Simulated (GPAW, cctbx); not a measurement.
## By hand: from a DFT structure factor to an extinction distance in K3CuI6

K3CuI6, Fm-3m (no. 225), a = 12.1365 Å, b = 12.1365 Å, c = 12.1365 Å, α = 90.00°, β = 90.00°, γ = 90.00°.

```csv
atom,mult.,x,y,z
I1,24,0,0,0.7721
Cu1,4,0,0,0
K1,4,1/2,0,0
K2,8,1/4,3/4,3/4
```

The cell comes from substitution in a known structure type and wasn't matched to any measured phase.

A DFT run (GPAW, PBE, 450 eV, 3×3×3 k-points, Fermi–Dirac width 0.05 eV) gives the static X-ray structure factor of 020 as 459.865 e for the conventional cell; superposed free atoms give 458.698 e. **Problem.** Find the Fourier component V of the crystal potential and the two-beam extinction distance at 80 kV in both cases.

## 1. Geometry

The cell volume is Ω = 1787.65 Å³ and d(020) = 6.0683 Å, so g = 1/d = 0.1648 Å⁻¹.

## 2. The nuclei

Electrons feel nuclei as well as electrons, so the nuclear charges are summed with the same phases.

Phase sums Σ exp(2πi h·x), turned so that the total is real and positive: I +8.307, Cu +4.000, K -4.000. Then F_Z = 53 × (+8.307) + 29 × (+4.000) + 19 × (-4.000) = 480.24 e. The electron term has the same sign for this reflection.

## 3. Mott–Bethe

Poisson's equation, term by term, gives V = (e/4πε₀)(F_Z − F)/(πΩg²), with e/4πε₀ = 14.3996 V Å.

The prefactor is 14.3996 × 6.0683²/(π × 1787.65) = 0.09442 V per electron. Free atoms: (480.24 − 458.698) × 0.09442 = 2.034 V. Crystal: (480.24 − 459.865) × 0.09442 = 1.924 V. F changes by +0.25 % and V by -5.4 %: the same 1.17 e is measured against F_Z − F = 21.5 e in place of F = 458.7 e.

## 4. Extinction distance

In the two-beam case ξ = 1/(λU) with U = 2γm₀eV/h², that is ξ = 150.41 V Å²/(γλV).

At 80 kV, λ = 0.04176 Å and γ = 1.1566. Free atoms: ξ = 1531 Å. Crystal: ξ = 1619 Å. The thickness fringes go as sin²(πt/ξ), so the two patterns slip by a quarter of a period when t|1/ξ₁ − 1/ξ₀| = 1/4, at t ≈ 707 nm. Thermal motion, absorption and many-beam coupling, left out here, change a real pattern.

## 5. Answer

V(020) is 1.92 V against 2.03 V, and ξ is 1619 against 1531 Å. Limits: static atoms, two beams.

[Outputs are excerpts: Python notices, other lines and further rows are left out; steps that failed or that the build refused (PBEsol, TPSS) are not shown.]

[Logs are printed without paths, hosts, clocks, repeated set-up lines and the standing remarks that a program may print on its own settings, such as how far it seeks lower states.]
